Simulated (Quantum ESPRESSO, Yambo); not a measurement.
# Quasiparticle gap of H (I4/mmm) in Yambo, part 3 of 3

How does a plane-wave GW calculation on H (I4/mmm) run from the first input to the gap?

Quantum ESPRESSO 7.5 and Yambo 5.3.0; PBEsol and many-body steps on it, plane waves. Known limits of the many-body steps: not at the basis limit; coarse k mesh.

So far. Step 3 (Bands along the symmetry lines): The gap is 9.437 eV, −0.002 eV from the run before at this level. Step 4 (Empty states on the mesh, 4×4×4 mesh, 79 bands): On this mesh the gap is 9.440 eV.

### Step 6. Screening and self-energy, 4×4×4 mesh, 79 bands, screening to 129.3 eV

G0W0 replaces the xc potential by the self-energy, built once from these orbitals. Only a window of levels is corrected, while the sums run over the empty bands that the input names.

This step: G0W0 on PBEsol, plane waves, norm-conserving pseudopotentials.

File gw1.in:

```
HF_and_locXC
gw0
dyson
ppa
em1d
rim_cut
RandQpts= 1000000
RandGvec= 1 RL
EXXRLvcs= 64 Ry
VXCRLvcs= 256 Ry
Chimod= "HARTREE"
% BndsRnXp
 1 | 79 |
%
NGsBlkXp= 9.5 Ry
% LongDrXp
 1 | 1 | 1 |
%
% GbndRnge
 1 | 79 |
%
DysSolver= "n"
ExtendOut
PPAPntXp= 27.21138 eV
% QPkrange
 1 | 13 | 1 | 5 |
%
```

Started as:

```
$ OMP_NUM_THREADS=1 mpirun -n 4 yambo -F gw1.in -J gw1 -C gw1 > gw1.log
```

The log of the run:

```text
 Yambo, version 5.3.0

 [02] CORE Variables Setup
 =========================

  [... cell, symmetries and grids as in the set-up ...]

  [02.05] Energies & Occupations
  ==============================

  [X] === General ===
  [X] Electronic Temperature                        :  0.000000  0.000000 [eV K]
  [X] Bosonic    Temperature                        :  0.000000  0.000000 [eV K]
  [X] Finite Temperature mode                       : no
  [X] El. density                                   :  0.57876E+23 [cm-3]
  [X] Fermi Level                                   : -8.818905 [eV]

  [X] === Gaps and Widths ===
  [X] Conduction Band Min                           :  9.439511 [eV]
  [X] Valence Band Max                              :  0.000000 [eV]
  [X] Filled Bands                                  :  1
  [X] Empty Bands                                   :    2   79
  [X] Direct Gap                                    :  9.657410 [eV]
  [X] Direct Gap localized at k                     :   6
  [X] Indirect Gap                                  :  9.439511 [eV]
  [X] Indirect Gap between kpts                     :  13   6
  [X] Last valence band width                       :  1.134074 [eV]
  [X] 1st conduction band width                     :  3.663912 [eV]

 [03] Transferred momenta grid and indexing
 ==========================================

 IBZ Q-points                                      :  13
 BZ  Q-points                                      :   64

 K/Q-points units:
 rlu = crystal or reduced units; cc = cartesian coordinates; iku = interal k-units

 Q [ 1]         [rlu]:  0.000000  0.000000  0.000000
 Q [ 2]         [rlu]:  0.73452E-17 -0.15307E-16  0.25000
 Q [ 3]         [rlu]: -0.14690E-16  0.30613E-16 -0.50000
 Q [ 4]         [rlu]: -0.12469E-16  0.25000     -0.14093E-17
 Q [ 5]         [rlu]:  0.14093E-17  0.25000      0.25000
 Q [ 6]         [rlu]:  0.24937E-16 -0.50000      0.28185E-17
 Q [ 7]         [rlu]:  0.80448E-16 -0.50000      0.25000
 Q [ 8]         [rlu]:  0.250000  0.250000  0.250000
 Q [ 9]         [rlu]:  0.250000  0.250000 -0.250000
 Q [10]         [rlu]:  0.250000 -0.500000  0.500000
 Q [11]         [rlu]:  0.250000 -0.250000  0.250000
 Q [12]         [rlu]:  0.250000 -0.250000 -0.500000
 Q [13]         [rlu]:  0.500000 -0.500000  0.500000

 [04] Coloumb potential Random Integration (RIM)
 ===============================================

  [04.01] RIM initialization
  ==========================

  * Diagonal components only detected *

  8 x (sBL volume)        :  0.132959 [a.u.]
  sBZ random points       :  1000000
  Points outside the sBZ  :   7996726
  RL volume               :  1.063672 [a.u.]
  Integrated volume       :  1.064108 [a.u.]

  [04.02] RIM integrals
  =====================

  Gamma point sphere radius             :  0.092581 [a.u.]
  Points outside the sphere             :   799240
  [Int_sBZ(q=0) 1/q^2]*(Vol_sBZ)^(-1/3) =:  7.757881
                                 should be <:  7.795600

  Summary of Coulomb integrals for non-metallic bands |Q|[au] RIM/Bare

  Q [1] 0.100000E-4 0.995162 * Q [2] 0.272238 1.059462
  Q [4] 0.295541 1.068866 * Q [11] 0.385002 1.040690
  Q [9] 0.448499 1.032370 * Q [5] 0.485357 1.022106
  Q [7] 0.524657 1.021743 * Q [3] 0.544475 1.016198
  Q [6] 0.591082 1.016533 * Q [12] 0.608742 1.013900
  Q [10] 0.619514 1.014233 * Q [8] 0.705411 1.010853
  Q [13] 0.770004 1.008985

 [05] Dipoles
 ============

  [05.01] Setup: observables and procedures
  =========================================

 [06] Dynamic Dielectric Matrix (PPA)
 ====================================

 [WR./gw1//ndb.pp]---------------------------------------------------------------
  Brillouin Zone Q/K grids (IBZ/BZ)                :   13   64   13   64
  RL vectors                                       :   3235 [WF]
  Coulomb cutoff potential                         : none
  Electronic Temperature                           :  0.000000 [K]
  Bosonic    Temperature                           :  0.000000 [K]
  PPA    diel. fun.  energies                      : Perdew, Burke & Ernzerhof SOL(X)+Perdew, Burke & Ernzerhof SOL(C)
  wavefunctions                                    : Perdew, Burke & Ernzerhof SOL(X)+Perdew, Burke & Ernzerhof SOL(C)
  Global Gauge                                     : length
  X matrix size                                    :  139
  X band range                                     :    1   79
  X e/h energy range                               : -1.000000 -1.000000 [eV]
  X Time ordering                                  : R
  X Hxc Kernel                                     : HARTREE
  X Drude frequency                                :  0.000000  0.000000
  X poles                                          :  100.0000 [o/o]
  RL vectors in the sum                            :   3235
  [r,Vnl] included                                 : yes
  Field direction                                  :  0.577350E-5  0.577350E-5  0.577350E-5
  BZ energy Double Grid                            : no
  BZ energy DbGd points                            : 0
  BZ Q point size factor                           : -1.000000
  X Optical Averaged directions                    : none

 [07] Local Exchange-Correlation + Non-Local Fock
 ================================================

 [VXC] Plane waves :  16169
 [EXS] Plane waves :  2057

 QP @ state[ 1 ] K range:   1  13
 QP @ state[ 1 ] b range:   1   5

 [xc] Functional : Perdew, Burke & Ernzerhof SOL(X)+Perdew, Burke & Ernzerhof SOL(C)
 [xc] LIBXC used to calculate xc functional

 [xc] E_xc :  -0.667199 [Ha]
      E_xc :  -1.334398 [Ry]

  Local XC kind (lXC) : Perdew, Burke & Ernzerhof SOL(X)+Perdew, Burke & Ernzerhof SOL(C)
  Non-Local XC kind (nlXC) : Hartree-Fock

  Corrections @ K [1] :  [eV]
 <1|nlXC|1> = -16.80417 -0.25519E-16 <1|lXC|1> = -10.76141  0.18882E-15
 <2|nlXC|2> = -2.750024  0.11938E-17 <2|lXC|2> = -5.892010  0.94408E-16
 <3|nlXC|3> = -3.363284  0.11812E-17 <3|lXC|3> = -9.222821 -0.18882E-15
 <4|nlXC|4> = -1.586826 -0.89780E-18 <4|lXC|4> = -6.181892  0.000000
 <5|nlXC|5> = -1.586793  0.49187E-18 <5|lXC|5> = -6.181892  0.35403E-16

  Corrections @ K [2] :  [eV]
 <1|nlXC|1> = -17.12215  0.32015E-16 <1|lXC|1> = -11.16820 -0.37763E-15
 <2|nlXC|2> = -1.962326  0.13390E-17 <2|lXC|2> = -4.987209  0.94408E-16
 <3|nlXC|3> = -3.123223  0.52958E-18 <3|lXC|3> = -8.636520  0.88508E-16
 <4|nlXC|4> = -1.288824 -0.92947E-18 <4|lXC|4> = -4.854378  0.41304E-16
 <5|nlXC|5> = -1.625858 -0.28194E-18 <5|lXC|5> = -6.273718  0.94408E-16

  Corrections @ K [3] :  [eV]
[...]
Corrections @ K [4] :  [eV]
[...]
Corrections @ K [5] :  [eV]
[...]
[... 7 further k-points ...]
  Corrections @ K [13] :  [eV]
 <1|nlXC|1> = -18.01419 -0.14396E-16 <1|lXC|1> = -12.27160 -0.14161E-15
 <2|nlXC|2> = -2.544958 -0.27841E-18 <2|lXC|2> = -7.157432 -0.53105E-16
 <3|nlXC|3> = -1.174407  0.10287E-17 <3|lXC|3> = -4.633494 -0.66381E-17
 <4|nlXC|4> = -1.174324  0.71592E-18 <4|lXC|4> = -4.633494  0.14751E-17
 <5|nlXC|5> = -0.225880 -0.21561E-18 <5|lXC|5> = -2.806531  0.95884E-17

  [07.01] Hartree-Fock occupations report
  =======================================

  [Hartree-Fock] === General ===
  [Hartree-Fock] Electronic Temperature             :  0.000000  0.000000 [eV K]
  [Hartree-Fock] Bosonic    Temperature             :  0.000000  0.000000 [eV K]
  [Hartree-Fock] Finite Temperature mode            : no
  [Hartree-Fock] El. density                        :  0.57876E+23 [cm-3]
  [Hartree-Fock] Fermi Level                        : -8.818905 [eV]

  [Hartree-Fock] === Gaps and Widths ===
  [Hartree-Fock] Conduction Band Min                :  12.85098 [eV]
  [Hartree-Fock] Valence Band Max                   : -5.742582 [eV]
  [Hartree-Fock] Filled Bands                       :  1
  [Hartree-Fock] Empty Bands                        :    2   79
  [Hartree-Fock] Direct Gap                         :  18.87657 [eV]
  [Hartree-Fock] Direct Gap localized at k          :   6
  [Hartree-Fock] Indirect Gap                       :  18.59356 [eV]
  [Hartree-Fock] Indirect Gap between kpts          :  13   6
  [Hartree-Fock] Last valence band width            :  1.434248 [eV]
  [Hartree-Fock] 1st conduction band width          :  4.864922 [eV]

 [08] Dyson equation: Newton solver
 ==================================

  [08.01] G0W0 (W PPA)
  ====================

  [  GW  ] Bands range     :    1   79
  [GW/PPA] G damping       :  0.100000 [eV]

  QP @ state[ 1 ] K range:   1  13
  QP @ state[ 1 ] b range:   1   5

   Sc/G bands                                       :    1   79
   Sc/G damping                                     :  0.100000 ev
   Sc bands terminator                              : no
   Sx RL components                                 :  2057

   QP @ state[ 1 ] K range                          :   1  13
   QP @ state[ 1 ] b range                          :   1   5
   GF energies kind                                 : Perdew, Burke & Ernzerhof SOL(X)+Perdew, Burke & Ernzerhof SOL(C)
   GF WF`s kind                                     : Perdew, Burke & Ernzerhof SOL(X)+Perdew, Burke & Ernzerhof SOL(C)
   Xs energies kind                                 : Perdew, Burke & Ernzerhof SOL(X)+Perdew, Burke & Ernzerhof SOL(C)
   Xs WF`s kind                                     : Perdew, Burke & Ernzerhof SOL(X)+Perdew, Burke & Ernzerhof SOL(C)

 [11] Game Over & Game summary
```

Wall time 77 s (4 MPI ranks of Arm Neoverse V1, shared host); peak memory 1.4 GiB.

Numbers from this step:

| Quantity | Value |
| --- | --- |
| G0W0 gap on the mesh | 15.98 eV |
| starting gap on the mesh | 9.440 eV |
| k of the valence top | -0.5, -0.5, -0.5 |
| k of the conduction bottom | 0, -0.5, 0 |
| least direct G0W0 gap on the computed points | 16.24 eV |
| Z at the valence top | 0.8763 |
| Z at the conduction bottom | 0.9318 |

The gap on the mesh goes from 9.44 eV to 15.98 eV, a correction of +6.54 eV.

Limits: finite bands, cutoff and mesh; coarse k mesh. v1 is the top filled band, c1 the lowest empty one. The levels before and after the correction (eV, zero at the valence-band top of each column):

```csv
,conduction bottom,valence top
Kohn-Sham,9.44,0.00
G0W0,15.98,0.00
```

```csv
,level,energy (eV)
Kohn-Sham,(0 -0.5 0) v1,-0.218
Kohn-Sham,(0 -0.5 0) c1,9.440
Kohn-Sham,(0 -0.5 0) c2,14.884
Kohn-Sham,(0 -0.5 0) c3,16.282
Kohn-Sham,(0 -0.5 0) c4,16.936
Kohn-Sham,(-0.5 -0.5 -0.5) v1,0.000
Kohn-Sham,(-0.5 -0.5 -0.5) c1,13.103
Kohn-Sham,(-0.5 -0.5 -0.5) c2-c3,13.147
Kohn-Sham,(-0.5 -0.5 -0.5) c4,15.167
G0W0,(0 -0.5 0) v1,-0.263
G0W0,(0 -0.5 0) c1,15.976
G0W0,(0 -0.5 0) c2,20.864
G0W0,(0 -0.5 0) c3,23.280
G0W0,(0 -0.5 0) c4,23.777
G0W0,(-0.5 -0.5 -0.5) v1,0.000
G0W0,(-0.5 -0.5 -0.5) c1,20.504
G0W0,(-0.5 -0.5 -0.5) c2-c3,19.593
G0W0,(-0.5 -0.5 -0.5) c4,20.861
```

### Step 7. Where the time went

Times are wall times on the hardware named with each run, good to a factor of about two.

```csv
step,time,share,memory (GiB)
ground state,3.2 s,4 %,0.2
bands along the symmetry lines,2.1 s,2 %,0.18
empty states on the mesh,4.5 s,5 %,0.23
conversion and set-up,1.5 s,2 %,0.23
screening and self-energy,77 s,87 %,1.4
```

### Step 8. Results

```
PBEsol gap           : 9.44 eV, indirect
G0W0 gap on the mesh : 15.98 eV
GW settings          : 4×4×4 mesh, 79 bands, screening to 129.3 eV, Godby-Needs plasmon pole
known limits         : not at the basis limit; coarse k mesh
```

**Reading.** G0W0 moves the gap on the mesh from 9.44 eV to 15.98 eV (+6.54 eV), with Z of 0.88 and 0.93 at the edges. The dearest step here is «screening and self-energy». Bands and cutoff are finite, so the gap is not at the basis limit. The miss can reach some tenths of an eV and take either sign; the mesh is an error of its own. The 4×4×4 mesh is coarse for this cell, which bears on the long-range parts of exchange and screening.

[Paths, hosts, dates, memory and timing lines, banners, echoed tables and standing remarks are left out of the program output.]

[Logs are printed without paths, hosts, clocks, repeated set-up lines and the standing remarks that a program may print on its own settings, such as how far it seeks lower states.]

[Runs of the session that timed out or met a known fault of the program may be left out.]

[Hosts, paths, dates, database ids (printed as entryN), source tags and the programs' standing remarks are cut or masked in the printed files.]
